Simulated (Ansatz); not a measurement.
# HfC (Fm-3m): modes against biaxial strain in the (111) plane, part 2 of 3

Wanted: the shifts of the zone-centre modes of HfC (Fm-3m) with strain.

Ansatz 0.2.0; DFT PBEsol, scalar-relativistic, plane waves, PAW; PAW set soft_1.

So far. Step 3 (Tight relaxation): The forces vanish by symmetry and the pressure is 0.000 GPa, within the tolerances set. The cell now holds 12.22 Å³/atom.

The database entry behind the starting cell differs from later determinations by our own check (about 0.2 % long), so it need not match the best structure at ambient conditions.

**4. Zone-centre response at rest**

Phonons follow from the second derivative of the energy, found here by linear response.

The modes at rest are the reference of the series.

input.yaml reads:

```yaml
crystal:
  lattice:
    - [0.0, 2.3035800706, 2.3035800706]
    - [2.3035800706, 0.0, 2.3035800706]
    - [2.3035800706, 2.3035800706, 0.0]
  atoms:
    - { symbol: C, position: [0.0, 0.0, 0.0] }
    - { symbol: Hf, position: [0.5, 0.5, 0.5] }
kpoints:
  mp_grid: { grid: [16, 16, 16] }
hamiltonian:
  xc: pbesol
  pseudopotentials: { kind: paw, azcp: { folder: soft_1 }, xc_functional: pbe }
scf:
  occupations: { method: methfessel_paxton, width: 0.2 }
output:
  eigenvalues: true
phonons:
  method: dfpt
```

On the command line:

```
ansatz run input.yaml --threads 4 --pin off --max-ram 10240MiB --backend cpu --events-out ev --progress --plain --runs-dir out
```

Numbers of over 12 decimals in the logs are rounded to 6 here.

Log:

```text
[...]
Crystal: 2 atoms, lattice volume = 24.448 Å³
Basis set: ecut = 420 eV, 531 PW (Γ), exchange–correlation on 48×48×48 points (8 copies of the dense FFT grid, shifted against one another)
Bands: 19, of which v1, the nominal top of the filled ones, is band 15 counted from 1 (14 counted from 0)
Symmetry: 48 space group operations
k-points: 349 of 4096 (irreducible under 8 space group operations, time reversal used)
[...]
SCF iter   1: F=—  HF=-15848.059575 eV  |F-HF|=—  |Δ(HF+E_count)|=         —  Δρ=8.68e-2  dr2=2.49e0  ethr=3.10e-3  ⟨swp⟩=4.8  Hψ=28690  notcnv=0
[...]
SCF iter  11: F=-15847.482024 eV  HF=-15847.482024 eV  |F-HF|=0.00e0  |Δ(HF+E_count)|=  1.09e-11  S|Δr|=    0.00e0  Δρ=4.95e-8  dr2=3.57e-13  ethr=1.00e-12  ⟨swp⟩=8.0  Hψ=39678  notcnv=0
SCF 1 converged in 11 iterations: F = -15847.482024 eV  dr2 = 3.57e-13
[...]
DFPT response loops at Γ: preconditioner auto → Kerker (q_TF=auto, 2.823 Å⁻¹) (partly filled bands, converged f_vac=0.000); β = 1.00, the filter's whole step (`scf.mixing.beta` (0.50) is not read by the response loops under this deck's `scf.mixing.preconditioner`; to damp them name `kerker` or `kerker_dos`, under which they read `scf.mixing.beta`, and type it under 1.00, their step now; both keys bind the ground state too); Broyden in place of MSR1
SCF converged after 11 iterations
[...]
Free energy (F): -15847.482024 eV
[...]
Internal energy: -15847.481152 eV  (E = F + TS)
E sigma→0 (E₀):  -15847.481806 eV
Entropy (-TS):   -0.000872 eV (-0.436 meV/atom)
Fermi energy:    18.986593 eV
[...]
--- Band table (eV; the first three rows and the last of 349) ---
  k-point 0: bands = [... 11 lower, 8.1600, 20.0866, 20.0866, 20.0866, 20.3109, 20.3109, 20.3109, 22.4061]
  k-point 1: bands = [... 11 lower, 8.1601, 19.2644, 19.5206, 19.5206, 20.5588, 20.5588, 20.8876, 22.9341]
  k-point 2: bands = [... 11 lower, 8.1604, 18.1863, 18.6822, 18.6822, 20.9026, 20.9026, 21.3310, 24.0446]
  k-point 348: bands = [... 11 lower, 9.3795, 15.9305, 16.2262, 16.2262, 22.7171, 22.7171, 25.9108, 26.2530]
--- Phonons (Γ-DFPT): 2 representative perturbations + reference, on 349 of 4096 k-points (Σ response iterations 7) ---
  k mesh reduced under 8 symmetry operations, with k and −k counted as one. Each operation leaves every solved perturbation unchanged. A smaller set is not used because it would not reduce the number of displacements times k-points to solve
  ASR residual: 1.760e-5 → 0.000e0 eV/Å²; symmetrization residual: 6.881e-7 eV/Å²
  ASR residual per site (eV/Å²): 1.20e-5 1.76e-5
  Γ frequencies (cm⁻¹): 0.00 0.00 0.00 452.57 452.57 452.57
  non-analytic LO–TO correction: not included (Born effective charges unavailable; polar crystals: no LO–TO splitting at Γ)
```

Run time: 41 s. Hardware: 4 threads of Intel Xeon at 2.50GHz (Skylake/Cascade Lake), shared host; peak memory 0.82 GiB.

This step gave:

| Item | Value |
| --- | --- |
| sum-rule residual before enforcement | 1.76e-5 eV/Å² |
| point group | m-3m |
| highest optical mode at the zone centre (no LO-TO term) | 452.6 cm⁻¹ |
| lowest optical zone-centre mode | 452.6 cm⁻¹ |

Patterns of degenerate modes are one choice out of their space. Modes at Γ, with each element's share of the kinetic energy:

```
mode  frequency (cm⁻¹)  symmetry  C %  Hf %
   1               0.0  acoustic    6    94
   2               0.0  acoustic    6    94
   3               0.0  acoustic    6    94
   4             452.6       T1u   94     6
   5             452.6       T1u   94     6
   6             452.6       T1u   94     6
```

Displacements in mode 4 (452.6 cm⁻¹), the largest set to 1:
```
C1   0.00  0.00  1.00
Hf2  0.00  0.00 -0.07
```

Before it was imposed, the acoustic sum rule was missed by 1.8e-5 eV/Å². Small misses are needed for a sound result but don't prove that mesh and cutoff are converged. The lowest optical mode is real, 453 cm⁻¹.

**5. A member of the series: biaxial strain of +4 % in the (111) plane**

The cell takes a biaxial strain of +4 % in the (111) plane. The strained lengths are held, while the rest of the cell and the atoms relax.

input.yaml, the sections that differ from step 4:

```yaml
crystal:
  lattice:
    - [-0.087066686, 2.3086565875, 2.3086565875]
    - [2.3086565875, -0.087066686, 2.3086565875]
    - [2.3086565875, 2.3086565875, -0.087066686]
  atoms:
    - { symbol: C, position: [0.0, 0.0, 0.0] }
    - { symbol: Hf, position: [0.5, 0.5, 0.5] }
  conventional_axes: [[-1, 1, 0], [0, -1, 1], [1, 1, 1]]
output:
  forces: true
  stress: true
  eigenvalues: true
relax:
  adjacent_minimum: "off"
  f_tol: 0.001
  max_steps: 60
  cell: { stress_tol: 0.01, fix: [a, b, gamma] }
# kpoints, hamiltonian, scf: as in step 4
# phonons: removed
```

Log:

```text
[...]
Crystal: 2 atoms, lattice volume = 26.001 Å³
Basis set: ecut = 420 eV, 525 PW (Γ), exchange–correlation on 48×48×48 points (8 copies of the dense FFT grid, shifted against one another)
Bands: 19, of which v1, the nominal top of the filled ones, is band 15 counted from 1 (14 counted from 0)
Symmetry: 12 space group operations
[...]
k-points: 417 of 4096
[...]
k-point 416: bands = [... 11 lower, 9.6575, 11.8971, 14.5932, 14.5932, 23.2825, 23.2825, 23.5943, 23.9367]
--- Relaxed structure (5 steps of the walk, 4 accepted, 2 SCFs on fresh bases) ---
[...]
cell:  # Å, volume = 25.8603 Å³
    - [-0.095255, 2.300468, 2.300468]
    - [2.300468, -0.095255, 2.300468]
    - [2.300468, 2.300468, -0.095255]
  atoms:
    - { symbol: C, position: [0, 0, 0] }
    - { symbol: Hf, position: [0.500000, 0.500000, 0.500000] }
[key lines of the parts left out:]
SCF converged after 5 iterations
Free energy (F): -15847.361369 eV
Fermi energy:    17.900849 eV
P = ⅓ Tr σ = -12.4992 GPa (-124.992 kbar)
```

Wall time 50 s (4 threads); peak memory 0.54 GiB; 2.9 min of CPU time.

Step by step:

```
step  energy less that of the first step (eV)  largest force component (eV/Å)  pressure (GPa)  volume (Å³)
   1                                   0.0000                          0.0000          -13.56        26.00
   2                                   0.0007                          0.0000          -10.91        25.66
   3                                  -0.0011                          0.0000          -12.51        25.86
   4                                  -0.0011                          0.0000          -12.50        25.86
  5*                                  -0.0010                          0.0000          -12.51        25.86
   6                                  -0.0010                          0.0000          -12.50        25.86
  7*                                  -0.0010                          0.0000          -12.50        25.86
```

Relaxation steps marked * repeat the geometry before them on a plane-wave basis chosen anew for their cell, so energy and pressure can jump there. Relaxation step 2 was tried and not accepted.

The run keeps the 12 symmetry operations that it works with, so distortions that break them were not tested.

```
conventional cell, symmetrised  before  after  change
                         a (Å)   3.388  3.388  +0.0 %
                         b (Å)   3.388  3.388  +0.0 %
                         c (Å)   7.847  7.804  -0.5 %
              volume (Å³/atom)   13.00  12.93  -0.5 %
```

The relaxed structure:

```xyz
2
Lattice="-0.0953 2.3005 2.3005 2.3005 -0.0953 2.3005 2.3005 2.3005 -0.0953" Properties=species:S:1:pos:R:3 pbc="T T T"
C     0.0000    0.0000    0.0000
Hf    2.2528    2.2528    2.2528
```

This step gave:

```
pressure        : -12.50 GPa
volume per atom : 12.93 Å³
```

The forces vanish by symmetry.

The cell shrank by 0.5 % in volume.

**6. Zone-centre modes of the member: biaxial strain of +4 % in the (111) plane**

The zone-centre modes follow for biaxial strain of +4 % in the (111) plane.

input.yaml, the sections that differ from step 5:

```yaml
crystal:
  lattice:
    - [-0.0952551279, 2.3004681456, 2.3004681456]
    - [2.3004681456, -0.0952551279, 2.3004681456]
    - [2.3004681456, 2.3004681456, -0.0952551279]
  atoms:
    - { symbol: C, position: [0.0, 0.0, 0.0] }
    - { symbol: Hf, position: [0.5, 0.5, 0.5] }
output:
  eigenvalues: true
phonons:
  method: dfpt
# kpoints, hamiltonian, scf: as in step 5
# relax: removed
```

Log:

```text
[...]
Crystal: 2 atoms, lattice volume = 25.860 Å³
Basis set: ecut = 420 eV, 513 PW (Γ), exchange–correlation on 48×48×48 points (8 copies of the dense FFT grid, shifted against one another)
Bands: 19, of which v1, the nominal top of the filled ones, is band 15 counted from 1 (14 counted from 0)
Symmetry: 12 space group operations
k-points: 1098 of 4096 (irreducible under 2 space group operations, time reversal used)
[...]
SCF iter   1: F=—  HF=-15847.899524 eV  |F-HF|=—  |Δ(HF+E_count)|=         —  Δρ=8.13e-2  dr2=2.39e0  ethr=3.10e-3  ⟨swp⟩=4.6  Hψ=86454  notcnv=0
[...]
SCF iter  11: F=-15847.361369 eV  HF=-15847.361369 eV  |F-HF|=1.82e-12  |Δ(HF+E_count)|=  5.46e-12  S|Δr|=    0.00e0  Δρ=7.00e-8  dr2=6.03e-13  ethr=1.00e-12  ⟨swp⟩=6.6  Hψ=110725  notcnv=0
SCF 1 converged in 11 iterations: F = -15847.361369 eV  dr2 = 6.03e-13
[...]
SCF converged after 11 iterations
[...]
Free energy (F): -15847.361369 eV
[...]
Internal energy: -15847.362409 eV  (E = F + TS)
E sigma→0 (E₀):  -15847.361629 eV
Entropy (-TS):   0.001040 eV (0.520 meV/atom)
Fermi energy:    17.900849 eV
[...]
--- Band table (eV; the first three rows and the last of 1098) ---
  k-point 0: bands = [... 11 lower, 6.7672, 18.7925, 18.7925, 18.8504, 18.8504, 19.1623, 19.6975, 21.1616]
  k-point 1: bands = [... 11 lower, 6.7666, 17.9681, 18.1928, 18.6392, 19.1809, 19.4578, 19.9214, 21.6172]
  k-point 2: bands = [... 11 lower, 6.7667, 16.9383, 17.4143, 17.8894, 19.5050, 19.8612, 20.2823, 22.6233]
  k-point 1097: bands = [... 11 lower, 9.6575, 11.8971, 14.5932, 14.5932, 23.2825, 23.2825, 23.5943, 23.9367]
[...]
ASR residual: 1.346e-5 → 0.000e0 eV/Å²; symmetrization residual: 6.032e-7 eV/Å²
  ASR residual per site (eV/Å²): 1.35e-5 5.25e-6
  Γ frequencies (cm⁻¹): 0.00 0.00 0.00 366.62 412.28 412.28
[...]
```

Elapsed: 87 s, on 4 threads; peak memory 1.8 GiB.

Numbers from this step:

```
sum-rule residual before enforcement                    : 1.35e-5 eV/Å²
point group                                             : -3m
highest optical mode at the zone centre (no LO-TO term) : 412.3 cm⁻¹
lowest optical zone-centre mode                         : 366.6 cm⁻¹
```

Patterns of degenerate modes are one choice out of their space. The modes at Γ (shares of kinetic energy by element, %):

```
mode  frequency (cm⁻¹)  symmetry  C %  Hf %
   1               0.0  acoustic    6    94
   2               0.0  acoustic    6    94
   3               0.0  acoustic    6    94
   4             366.6       A2u   94     6
   5             412.3        Eu   94     6
   6             412.3        Eu   94     6
```

Displacements in mode 4 (366.6 cm⁻¹), the largest set to 1:
```
C1   1.00  1.00  1.00
Hf2 -0.07 -0.07 -0.07
```

Displacements in mode 5 (412.3 cm⁻¹), the largest set to 1:
```
C1   0.00  1.00 -1.00
Hf2  0.00 -0.07  0.07
```

The lowest optical mode is real, 367 cm⁻¹, and the highest lies at 412.3 cm⁻¹.

For the highest optical mode at the zone centre (no LO-TO term), step 4 gave 453 cm⁻¹; this run, with strain 4 %, gives 412 cm⁻¹ (-9 %).

**7. A member of the series: biaxial strain of -4 % in the (111) plane**

The cell takes a biaxial strain of -4 % in the (111) plane. The strained lengths are held, while the rest of the cell and the atoms relax.

input.yaml, the sections that differ from step 6:

```yaml
crystal:
  lattice:
    - [0.0872369414, 2.2986738091, 2.2986738091]
    - [2.2986738091, 0.0872369414, 2.2986738091]
    - [2.2986738091, 2.2986738091, 0.0872369414]
  atoms:
    - { symbol: C, position: [0.0, 0.0, 0.0] }
    - { symbol: Hf, position: [0.5, 0.5, 0.5] }
  conventional_axes: [[-1, 1, 0], [0, -1, 1], [1, 1, 1]]
output:
  forces: true
  stress: true
  eigenvalues: true
relax:
  adjacent_minimum: "off"
  f_tol: 0.001
  max_steps: 60
  cell: { stress_tol: 0.01, fix: [a, b, gamma] }
# kpoints, hamiltonian, scf: as in step 6
# phonons: removed
```

Log:

```text
[...]
Crystal: 2 atoms, lattice volume = 22.910 Å³
Basis set: ecut = 420 eV, 453 PW (Γ), exchange–correlation on 48×48×48 points (8 copies of the dense FFT grid, shifted against one another)
Bands: 19, of which v1, the nominal top of the filled ones, is band 15 counted from 1 (14 counted from 0)
Symmetry: 12 space group operations
[...]
k-points: 417 of 4096
[...]
k-point 416: bands = [... 11 lower, 11.8030, 13.5676, 17.3351, 17.3351, 25.6721, 25.6721, 26.1933, 27.6159]
--- Relaxed structure (5 steps of the walk, 4 accepted, 2 SCFs on fresh bases) ---
[...]
cell:  # Å, volume = 23.0368 Å³
    - [0.095897, 2.307334, 2.307334]
    - [2.307334, 0.095897, 2.307334]
    - [2.307334, 2.307334, 0.095897]
  atoms:
    - { symbol: C, position: [0, 0, 0] }
    - { symbol: Hf, position: [0.5, 0.5, 0.500000] }
[key lines of the parts left out:]
SCF converged after 4 iterations
Free energy (F): -15847.339618 eV
Fermi energy:    20.323775 eV
P = ⅓ Tr σ = 16.5422 GPa (165.422 kbar)
```

The job ended after 52 s (4 threads; peak memory 0.52 GiB; 3 min of CPU time).

Relaxation path:

```
step  energy less that of the first step (eV)  largest force component (eV/Å)  pressure (GPa)  volume (Å³)
   1                                   0.0000                          0.0000           18.28        22.91
   2                                   0.0004                          0.0000           14.82        23.16
   3                                  -0.0011                          0.0000           16.61        23.03
   4                                  -0.0011                          0.0000           16.54        23.04
  5*                                  -0.0013                          0.0000           16.55        23.04
   6                                  -0.0013                          0.0000           16.54        23.04
  7*                                  -0.0013                          0.0000           16.54        23.04
```

Relaxation steps marked * repeat the geometry before them on a plane-wave basis chosen anew for their cell, so energy and pressure can jump there. Relaxation step 2 was tried and not accepted.

Forces are held to the 12 operations that the run works with; a distortion that breaks them can't arise in this run.

```
conventional cell, symmetrised  before  after  change
                         a (Å)   3.127  3.127  +0.0 %
                         b (Å)   3.127  3.127  +0.0 %
                         c (Å)   8.114  8.159  +0.6 %
              volume (Å³/atom)   11.45  11.52  +0.6 %
```

The relaxed structure:

```cif
data_structure
_symmetry_space_group_name_H-M 'P 1'
_symmetry_Int_Tables_number 1
_cell_length_a 3.2645
_cell_length_b 3.2645
_cell_length_c 3.2645
_cell_angle_alpha 57.242
_cell_angle_beta 57.242
_cell_angle_gamma 57.242
_cell_volume 23.04
loop_
_atom_site_label
_atom_site_type_symbol
_atom_site_fract_x
_atom_site_fract_y
_atom_site_fract_z
_atom_site_occupancy
C1 C 0.00000 0.00000 0.00000 1
Hf2 Hf 0.50000 0.50000 0.50000 1
```

Numbers from this step:

```
pressure        : 16.54 GPa
volume per atom : 11.52 Å³
```

The forces vanish by symmetry.

[end of part 2 of 3]

[Logs are printed without paths, hosts, clocks, repeated set-up lines and the standing remarks that a program may print on its own settings, such as how far it seeks lower states.]

[Hosts, paths, dates, database ids (printed as entryN), source tags and the programs' standing remarks are cut or masked in the printed files.]
